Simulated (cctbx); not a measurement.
# La3MnS7: as given, inverted or twinned?

Space group P2_1 (no. 4), a = 6.6920 Å, b = 6.4820 Å, c = 12.8660 Å, α = 90.00°, β = 104.80°, γ = 90.00°.

| atom | mult. | x | y | z | Ueq (Å²) |
| --- | --- | --- | --- | --- | --- |
| La1 | 2 | 0.2527 | 0.2363 | 0.4991 | 0.0030 |
| La2 | 2 | 0.0715 | 0.2474 | 0.1457 | 0.0030 |
| La3 | 2 | 0.4057 | 0.2355 | 0.8533 | 0.0031 |
| Mn1 | 2 | 0.6484 | 0.2430 | 0.3125 | 0.0034 |
| S1 | 2 | 0.0163 | 0.2289 | 0.9269 | 0.0035 |
| S2 | 2 | 0.5778 | 0.2331 | 0.1044 | 0.0042 |
| S3 | 2 | 0.6944 | 0.2344 | 0.4897 | 0.0041 |
| S4 | 2 | 0.5977 | 0.9891 | 0.7073 | 0.0046 |
| S5 | 2 | 0.9021 | 0.9933 | 0.3232 | 0.0045 |
| S6 | 2 | 0.1015 | 0.9805 | 0.6780 | 0.0042 |
| S7 | 2 | 0.4090 | 0.9876 | 0.2947 | 0.0043 |

This is a model crystal, built by substitution and not relaxed, with assumed displacement parameters.

Data sets are simulated with cctbx and refined with Bijvoet mates kept apart; Flack x is then fitted as the share of an inverted twin with the atoms fixed, Hooft y from the Bijvoet differences. The group has rotations alone, so the crystal has a hand.

Untwinned crystal. What Flack and Hooft values should come out?

| λ (Å) | extinction (unmodelled) | d min (Å) | top counts | error (%) | model | R1 | Flack x | s.u. | Hooft y | s.u. | pairs |
| --- | --- | --- | --- | --- | --- | --- | --- | --- | --- | --- | --- |
| 0.71073 | 0.3 | 0.77 | 70000 | 2 | as given | 0.0130 | -0.005 | 0.011 | 0.001 | 0.015 | 1117 |
| 0.71073 | 0.3 | 0.77 | 70000 | 2 | inverted | 0.0182 | 0.983 | 0.013 | 1.027 | 0.016 | 1117 |
| 1.54184 | 0 | 0.83 | 20000 | 2 | as given | 0.0217 | -0.042 | 0.016 | -0.016 | 0.018 | 863 |

With Mo Kα, x is within 3 s.u. of 0, so the hand is right. With Cu Kα, x is within 3 s.u. of 0, so the hand is right. Inverting the model turns x into about 1 − x.

A further crystal gives:

| λ (Å) | extinction (unmodelled) | d min (Å) | top counts | error (%) | model | R1 | Flack x | s.u. | Hooft y | s.u. | pairs |
| --- | --- | --- | --- | --- | --- | --- | --- | --- | --- | --- | --- |
| 0.71073 | 0.3 | 0.8 | 20000 | 1.5 | as given | 0.0176 | 0.12 | 0.02 | 0.114 | 0.031 | 989 |

**Question.** What is it?

It was simulated as an inversion twin with a fraction 0.15 of the inverted domain. Flack x is over 3 s.u. from both 0 and 1 and reads that fraction.
